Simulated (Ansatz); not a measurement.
# HfTeS monolayer, Janus under uniaxial strain along the armchair direction, normal to a, with the width clamped, part 2 of 3

Aim: how do the optical modes of HfTeS monolayer, Janus shift and split under this strain?

Ansatz 0.2.0; DFT PBEsol, scalar-relativistic, plane waves, PAW; PAW set soft_1.

So far. Step 4 (Tight relaxation): The largest force component left is 0.42 meV/Å, within the tolerances set.

## Step 5: Modes at rest

Phonons follow from the second derivative of the energy, found here by linear response.

The modes at rest are the reference of the series.

The input, input.yaml:

```yaml
crystal:
  lattice:
    - [3.7343976054, 0.0, 0.0]
    - [-1.8671988027, 3.2340831941, 0.0]
    - [0.0, 0.0, 30.0]
  atoms:
    - { symbol: Hf, position: [0.0, 0.0, 0.3389234402] }
    - { symbol: S, position: [0.3333333333, 0.6666666667, 0.3822679154] }
    - { symbol: Te, position: [0.6666666667, 0.3333333333, 0.275475311] }
  periodic: [true, true, false]
kpoints:
  mp_grid: { grid: [15, 15, 1] }
hamiltonian:
  xc: pbesol
  pseudopotentials: { kind: paw, azcp: { folder: soft_1 }, xc_functional: pbe }
scf:
  occupations: { method: methfessel_paxton, width: 0.2 }
output:
  eigenvalues: true
phonons:
  method: dfpt
```

Run with:

```
$ ansatz run input.yaml --threads 8 --pin off --max-ram 16384MiB --backend cpu --events-out ev --progress --plain --runs-dir out
```

Numbers of over 12 decimals in the logs are rounded to 6 here.

Output:

```text
[...]
Crystal: 3 atoms, lattice volume = 362.321 Å³
Basis set: ecut = 420 eV, 7121 PW (Γ), exchange–correlation on 50×50×432 points (8 copies of the dense FFT grid, shifted against one another)
Bands: 29, of which v1, the nominal top of the filled ones, is band 24 counted from 1 (23 counted from 0)
Symmetry: 6 space group operations
k-points: 64 of 225 (irreducible under 2 space group operations, time reversal used)
[...]
SCF iter   1: F=—  HF=-23389.327492 eV  |F-HF|=—  |Δ(HF+E_count)|=         —  Δρ=1.77e-2  dr2=1.75e0  ethr=3.10e-3  ⟨swp⟩=13.2  Hψ=12784  notcnv=0
[...]
SCF iter  13: F=-23388.806086 eV  HF=-23388.806086 eV  |F-HF|=2.04e-10  |Δ(HF+E_count)|=   1.45e-9  S|Δr|=    0.00e0  Δρ=2.44e-8  dr2=2.05e-12  ethr=1.00e-12  ⟨swp⟩=15.3  Hψ=14236  notcnv=0
SCF 1 converged in 13 iterations: F = -23388.806086 eV  dr2 = 2.05e-12
[...]
DFPT response loops at Γ: preconditioner auto → none (partly filled bands, converged f_vac=0.769); β = 0.50; Broyden in place of MSR1
SCF converged after 13 iterations
[...]
Free energy (F): -23388.806086 eV
[...]
Internal energy: -23388.806658 eV  (E = F + TS)
E sigma→0 (E₀):  -23388.806229 eV
Entropy (-TS):   0.000572 eV (0.191 meV/atom)
Fermi energy:    -4.714887 eV
Step filling:    the computed levels leave a gap of 0.0000 eV = 0.0 smearing widths at the electron count; against every level under it full and every level over it empty, smearing changes F+E_penalty+E_count by -2.168 meV and its σ→0 estimate by -2.311 meV
[...]
--- Band table (eV; the first three rows and the last of 64) ---
  k-point 0: bands = [... 20 lower, -8.4387, -6.9049, -4.4124, -4.4124, -3.9215, -3.9215, -3.2632, -1.3242, ... 1 higher]
  k-point 1: bands = [... 20 lower, -8.4226, -6.7954, -4.9976, -4.7098, -3.8221, -3.6070, -3.0787, -1.1884, ... 1 higher]
  k-point 2: bands = [... 20 lower, -8.3814, -6.6312, -5.9027, -5.1083, -3.9290, -3.1700, -2.8292, -1.2232, ... 1 higher]
  k-point 63: bands = [... 20 lower, -8.5986, -8.0784, -7.1611, -6.7661, -3.8300, -2.8763, -2.0172, -1.0077, ... 1 higher]
--- Phonons (Γ-DFPT): 6 representative perturbations + reference, on 64 of 225 k-points (Σ response iterations 31) ---
  k mesh reduced under 2 symmetry operations, with k and −k counted as one. Each operation leaves every solved perturbation unchanged. A smaller set is not used because it would not reduce the number of displacements times k-points to solve
  ASR residual: 6.223e-5 → 0.000e0 eV/Å²; symmetrization residual: 1.582e-5 eV/Å²
  ASR residual per site (eV/Å²): 6.22e-5 2.51e-5 2.40e-6
  Γ frequencies (cm⁻¹): 0.00 0.00 0.00 91.20 91.20 178.43 229.98 229.98 292.67
  non-analytic LO–TO correction: not included (Born effective charges unavailable; polar crystals: no LO–TO splitting at Γ)
```

Wall time 1.7 min (8 threads of Arm Neoverse V1, shared host); peak memory 2.6 GiB.

In the SCF lines HF is the Harris–Foulkes energy and dr2 the Hartree energy of the density residual, in eV; the loop may stop once dr2 is under the threshold and the program's other checks hold. Hψ counts applications of the Hamiltonian.

Numbers from this step:

```
sum-rule residual before enforcement                    : 6.22e-5 eV/Å²
point group                                             : 3m
highest optical mode at the zone centre (no LO-TO term) : 292.7 cm⁻¹
lowest optical zone-centre mode                         : 91.2 cm⁻¹
```

Patterns of degenerate modes are one choice out of their space. Modes at Γ, with each element's share of the kinetic energy:

```
mode  frequency (cm⁻¹)  symmetry  Hf %  S %  Te %
   1               0.0  acoustic    53    9    38
   2               0.0  acoustic    53    9    38
   3               0.0  acoustic    53    9    38
   4              91.2         E    39    1    61
   5              91.2         E    39    1    61
   6             178.4        A1    30    8    62
   7             230.0         E     8   90     2
   8             230.0         E     8   90     2
   9             292.7        A1    17   83     0
```

Displacements in mode 4 (91.2 cm⁻¹), the largest set to 1:
```
Hf1  0.00 -0.68  0.00
S2   0.00 -0.22  0.00
Te3  0.00  1.00  0.00
```

Displacements in mode 8 (230.0 cm⁻¹), the largest set to 1:
```
Hf1  0.05 -0.13  0.00
S2  -0.38  1.00  0.00
Te3  0.03 -0.07  0.00
```

Before it was imposed, the acoustic sum rule was missed by 6.2e-5 eV/Å². Small misses are needed for a sound result but don't prove that mesh and cutoff are converged. The lowest optical mode is real, 91.2 cm⁻¹.

## Step 6: A member of the series: uniaxial strain of +5 % along the armchair direction, normal to a, with the width clamped

The cell takes a uniaxial strain of +5 % along the armchair direction, normal to a, with the width clamped. The cell is held, and the atoms relax in it.

input.yaml, the sections that differ from step 5:

```yaml
crystal:
  lattice:
    - [3.7343976054, 0.0, 0.0]
    - [-1.8671988027, 3.3957873536, 0.0]
    - [0.0, 0.0, 30.0]
  atoms:
    - { symbol: Hf, position: [0.0004346819, 0.0008693638, 0.3390292049] }
    - { symbol: S, position: [0.3299406771, 0.6598813543, 0.3809714647] }
    - { symbol: Te, position: [0.6696246409, 0.3392492818, 0.2766659972] }
  periodic: [true, true, false]
output:
  forces: true
  stress: true
  eigenvalues: true
relax:
  adjacent_minimum: "off"
  f_tol: 0.001
  max_steps: 60
# kpoints, hamiltonian, scf: as in step 5
# phonons: removed
```

Output:

```text
[...]
--- Relaxed structure (5 steps of the walk, 4 accepted, 0 SCFs on fresh bases) ---
  F+E_penalty+E_count = -23388.75389307 eV   max|allowed force component| = 8.724e-4 eV/Å
  cell:  # Å, volume = 380.4366 Å³
    - [3.7343976054, 0.0, 0.0]
    - [-1.8671988027, 3.3957873536, 0.0]
    - [0.0, 0.0, 30.0]
  atoms:
    - { symbol: Hf, position: [0.000496922, 0.000993844, 0.339065] }
    - { symbol: S, position: [0.329280, 0.658559, 0.380655] }
    - { symbol: Te, position: [0.670223, 0.340447, 0.276946] }
[key lines of the parts left out:]
SCF converged after 5 iterations
Free energy (F): -23388.753893 eV
Fermi energy:    -4.703558 eV
P = ½ c Tr σ = -1.6163 N/m
```

It took 51 s on 8 threads; peak memory 1.3 GiB.

The steps of the relaxation:

```
step  energy less that of the first step (eV)  largest force component (eV/Å)
   1                                   0.0000                          0.0877
   2                                   0.0006                          0.1457
   3                                  -0.0008                          0.0063
   4                                  -0.0008                          0.0023
   5                                  -0.0008                          0.0009
```

Relaxation step 2 was tried and not accepted.

Forces are held to the 2 operations that the run works with; a distortion that breaks them can't arise in this run.

The atoms that moved most (Å):

```
atom     dx      dy      dz  length
  S2  0.000  -0.004  -0.009   0.010
 Te3  0.000   0.004   0.008   0.009
```

Final coordinates:

```xyz
3
Lattice="3.7344 0.0000 0.0000 -1.8672 3.3958 0.0000 0.0000 0.0000 30.0000" Properties=species:S:1:pos:R:3
Hf    0.0000    0.0034   10.1720
S     0.0000    2.2363   11.4197
Te    1.8672    1.1561    8.3084
```

Numbers from this step:

```
area per atom : 4.227 Å²
```

The largest force component left is 0.87 meV/Å.

## Step 7: Modes of this member: uniaxial strain of +5 % along the armchair direction, normal to a, with the width clamped

The zone-centre modes follow for uniaxial strain of +5 % along the armchair direction, normal to a, with the width clamped.

input.yaml, the sections that differ from step 6:

```yaml
crystal:
  lattice:
    - [3.7343976054, 0.0, 0.0]
    - [-1.8671988027, 3.3957873536, 0.0]
    - [0.0, 0.0, 30.0]
  atoms:
    - { symbol: Hf, position: [0.0004969221, 0.0009938443, 0.3390654702] }
    - { symbol: S, position: [0.3292796583, 0.6585593166, 0.3806550738] }
    - { symbol: Te, position: [0.6702234195, 0.340446839, 0.2769461228] }
  periodic: [true, true, false]
output:
  eigenvalues: true
phonons:
  method: dfpt
# kpoints, hamiltonian, scf: as in step 6
# relax: removed
```

Output:

```text
zone centre: on kpoints.mp_grid the ground state, and the responses unless they are solved on pairs of k-points, stand on 64 of the mesh's 225 k-points, reduced under 2 symmetry operations, with k and −k counted as one. Each operation leaves every solved displacement unchanged or reverses it
[...]
Crystal: 3 atoms, lattice volume = 380.437 Å³
Basis set: ecut = 420 eV, 7481 PW (Γ), exchange–correlation on 54×54×432 points (8 copies of the dense FFT grid, shifted against one another)
Bands: 29, of which v1, the nominal top of the filled ones, is band 24 counted from 1 (23 counted from 0)
Symmetry: 2 space group operations
k-points: 64 of 225 (time reversal used)
[...]
SCF iter   1: F=—  HF=-23389.325053 eV  |F-HF|=—  |Δ(HF+E_count)|=         —  Δρ=1.80e-2  dr2=1.96e0  ethr=3.10e-3  ⟨swp⟩=12.9  Hψ=12394  notcnv=0
[...]
SCF iter  15: F=-23388.753893 eV  HF=-23388.753893 eV  |F-HF|=9.82e-11  |Δ(HF+E_count)|=  1.06e-10  S|Δr|=    0.00e0  Δρ=1.32e-8  dr2=5.08e-13  ethr=1.00e-12  ⟨swp⟩=8.0  Hψ=10127  notcnv=0
SCF 1 converged in 15 iterations: F = -23388.753893 eV  dr2 = 5.08e-13
[...]
SCF converged after 15 iterations
[...]
Free energy (F): -23388.753893 eV
[...]
Internal energy: -23388.756459 eV  (E = F + TS)
E sigma→0 (E₀):  -23388.754534 eV
Entropy (-TS):   0.002566 eV (0.855 meV/atom)
Fermi energy:    -4.703566 eV
[...]
--- Band table (eV; the first three rows and the last of 64) ---
  k-point 0: bands = [... 20 lower, -8.4893, -6.7439, -4.8540, -4.4934, -4.2672, -3.8861, -3.2499, -1.4957, ... 1 higher]
  k-point 1: bands = [... 20 lower, -8.4709, -6.6620, -5.3876, -4.7291, -4.1198, -3.6306, -3.0798, -1.4113, ... 1 higher]
  k-point 2: bands = [... 20 lower, -8.4214, -6.5595, -6.1836, -5.0803, -4.1534, -3.2327, -2.8050, -1.4751, ... 1 higher]
  k-point 63: bands = [... 20 lower, -8.6977, -7.9582, -7.1540, -6.6974, -3.9263, -3.0025, -2.1152, -1.2863, ... 1 higher]
[...]
ASR residual: 7.590e-5 → 0.000e0 eV/Å²; symmetrization residual: 2.950e-5 eV/Å²
  ASR residual per site (eV/Å²): 4.75e-5 3.80e-5 7.59e-5
  Γ frequencies (cm⁻¹): 0.00 0.00 0.00 88.98 89.30 175.74 219.35 225.14 276.82
[...]
```

It took 2.5 min on 8 threads; peak memory 2.7 GiB.

Numbers from this step:

```yaml
sum_rule_residual_before_enforcement: 7.59e-5 eV/Å²
point_group: m
highest_optical_mode_at_the_zone_centre_no_lo_to_term: 276.8 cm⁻¹
lowest_optical_zone_centre_mode: 88.98 cm⁻¹
```

Patterns of degenerate modes are one choice out of their space. The modes at Γ (shares of kinetic energy by element, %):

```
mode  frequency (cm⁻¹)  symmetry  Hf %  S %  Te %
   1               0.0  acoustic    53    9    38
   2               0.0  acoustic    53    9    38
   3               0.0  acoustic    53    9    38
   4              89.0        A'    40    0    60
   5              89.3       A''    40    0    60
   6             175.7        A'    31    7    62
   7             219.3        A'     7   90     3
   8             225.1       A''     7   90     2
   9             276.8        A'    16   84     0
```

The lowest optical mode is real, 89.0 cm⁻¹, and the highest lies at 276.8 cm⁻¹.

For the highest optical mode at the zone centre (no LO-TO term), step 5 gave 293 cm⁻¹; this run, with strain 5 %, gives 277 cm⁻¹ (-5 %).

## Step 8: Relaxation of a member: uniaxial strain of -3 % along the armchair direction, normal to a, with the width clamped

The cell takes a uniaxial strain of -3 % along the armchair direction, normal to a, with the width clamped. The cell is held, and the atoms relax in it.

input.yaml, the sections that differ from step 7:

```yaml
crystal:
  lattice:
    - [3.7343976054, 0.0, 0.0]
    - [-1.8671988027, 3.1370606983, 0.0]
    - [0.0, 0.0, 30.0]
  atoms:
    - { symbol: Hf, position: [-0.0005065336, -0.0010130673, 0.3388914111] }
    - { symbol: S, position: [0.3354866643, 0.6709733285, 0.3829138481] }
    - { symbol: Te, position: [0.6650198694, 0.3300397388, 0.2748614073] }
  periodic: [true, true, false]
output:
  forces: true
  stress: true
  eigenvalues: true
relax:
  adjacent_minimum: "off"
  f_tol: 0.001
  max_steps: 60
# kpoints, hamiltonian, scf: as in step 7
# phonons: removed
```

Output:

```text
[...]
Crystal: 3 atoms, lattice volume = 351.451 Å³
Basis set: ecut = 420 eV, 6849 PW (Γ), exchange–correlation on 50×50×432 points (8 copies of the dense FFT grid, shifted against one another)
Bands: 29, of which v1, the nominal top of the filled ones, is band 24 counted from 1 (23 counted from 0)
Symmetry: 2 space group operations
[...]
--- Relaxed structure (5 steps of the walk, 4 accepted, 0 SCFs on fresh bases) ---
  F+E_penalty+E_count = -23388.78616722 eV   max|allowed force component| = 7.085e-4 eV/Å
  cell:  # Å, volume = 351.4510 Å³
    - [3.7343976054, 0.0, 0.0]
    - [-1.8671988027, 3.1370606983, 0.0]
    - [0.0, 0.0, 30.0]
  atoms:
    - { symbol: Hf, position: [-0.00082715, -0.0016543, 0.338882] }
    - { symbol: S, position: [0.336691, 0.673383, 0.383233] }
    - { symbol: Te, position: [0.664136, 0.328272, 0.274552] }
[key lines of the parts left out:]
SCF converged after 5 iterations
Free energy (F): -23388.786167 eV
Fermi energy:    -4.717486 eV
P = ½ c Tr σ = 1.0838 N/m
```

Wall time 52 s (8 threads); peak memory 1.2 GiB.

Step by step:

```
step  energy less that of the first step (eV)  largest force component (eV/Å)
   1                                   0.0000                          0.1044
   2                                   0.0006                          0.1749
   3                                  -0.0013                          0.0169
   4                                  -0.0013                          0.0048
   5                                  -0.0013                          0.0007
```

Relaxation step 2 was tried and not accepted.

Forces are held to the 2 operations that the run works with; a distortion that breaks them can't arise in this run.

The atoms that moved most (Å):

```
atom     dx      dy      dz  length
  S2  0.000   0.008   0.010   0.012
 Te3  0.000  -0.006  -0.009   0.011
```

The relaxed structure:

```cif
data_structure
_symmetry_space_group_name_H-M 'P 1'
_symmetry_Int_Tables_number 1
_cell_length_a 3.7344
_cell_length_b 3.6507
_cell_length_c 30.0000
_cell_angle_alpha 90.000
_cell_angle_beta 90.000
_cell_angle_gamma 120.761
_cell_volume 351.45
loop_
_atom_site_label
_atom_site_type_symbol
_atom_site_fract_x
_atom_site_fract_y
_atom_site_fract_z
_atom_site_occupancy
Hf1 Hf 0.99917 0.99835 0.33888 1
S2 S 0.33669 0.67338 0.38323 1
Te3 Te 0.66414 0.32827 0.27455 1
```

This step gave:

| Item | Value |
| --- | --- |
| area per atom | 3.905 Å² |

The largest force component left is 0.71 meV/Å.

## Step 9: Zone-centre modes of the member: uniaxial strain of -3 % along the armchair direction, normal to a, with the width clamped

The zone-centre modes follow for uniaxial strain of -3 % along the armchair direction, normal to a, with the width clamped.

input.yaml, the sections that differ from step 8:

```yaml
crystal:
  lattice:
    - [3.7343976054, 0.0, 0.0]
    - [-1.8671988027, 3.1370606983, 0.0]
    - [0.0, 0.0, 30.0]
  atoms:
    - { symbol: Hf, position: [-0.0008271501, -0.0016543002, 0.3388816195] }
    - { symbol: S, position: [0.3366912861, 0.6733825721, 0.3832328284] }
    - { symbol: Te, position: [0.664135864, 0.3282717281, 0.2745522186] }
  periodic: [true, true, false]
output:
  eigenvalues: true
phonons:
  method: dfpt
# kpoints, hamiltonian, scf: as in step 8
# relax: removed
```

Output:

```text
[...]
Crystal: 3 atoms, lattice volume = 351.451 Å³
Basis set: ecut = 420 eV, 6849 PW (Γ), exchange–correlation on 50×50×432 points (8 copies of the dense FFT grid, shifted against one another)
Bands: 29, of which v1, the nominal top of the filled ones, is band 24 counted from 1 (23 counted from 0)
Symmetry: 2 space group operations
k-points: 64 of 225 (time reversal used)
[...]
k-point 2: bands = [... 20 lower, -8.3403, -6.6869, -5.6929, -5.1209, -3.7769, -3.1361, -2.8754, -1.0746, ... 1 higher]
  k-point 63: bands = [... 20 lower, -8.5254, -8.1423, -7.1766, -6.8044, -3.7739, -2.8141, -1.9585, -0.8557, ... 1 higher]
[...]
ASR residual: 3.871e-5 → 0.000e0 eV/Å²; symmetrization residual: 9.819e-6 eV/Å²
  ASR residual per site (eV/Å²): 3.87e-5 2.21e-5 1.26e-5
  Γ frequencies (cm⁻¹): 0.00 0.00 0.00 90.39 90.84 180.76 233.20 234.87 304.14
[...]
[key lines of the parts left out:]
SCF converged after 13 iterations
Free energy (F): -23388.786167 eV
Fermi energy:    -4.717489 eV
```

The job ended after 2.3 min (8 threads; peak memory 2.5 GiB; 17 min of CPU time).

This step gave:

* sum-rule residual before enforcement: 3.87e-5 eV/Å²
* highest optical mode at the zone centre (no LO-TO term): 304.1 cm⁻¹
* lowest optical zone-centre mode: 90.39 cm⁻¹

(Part 2 of 3 ends here.)

[Logs are printed without paths, hosts, clocks, repeated set-up lines and the standing remarks that a program may print on its own settings, such as how far it seeks lower states.]

[Hosts, paths, dates, database ids (printed as entryN), source tags and the programs' standing remarks are cut or masked in the printed files.]
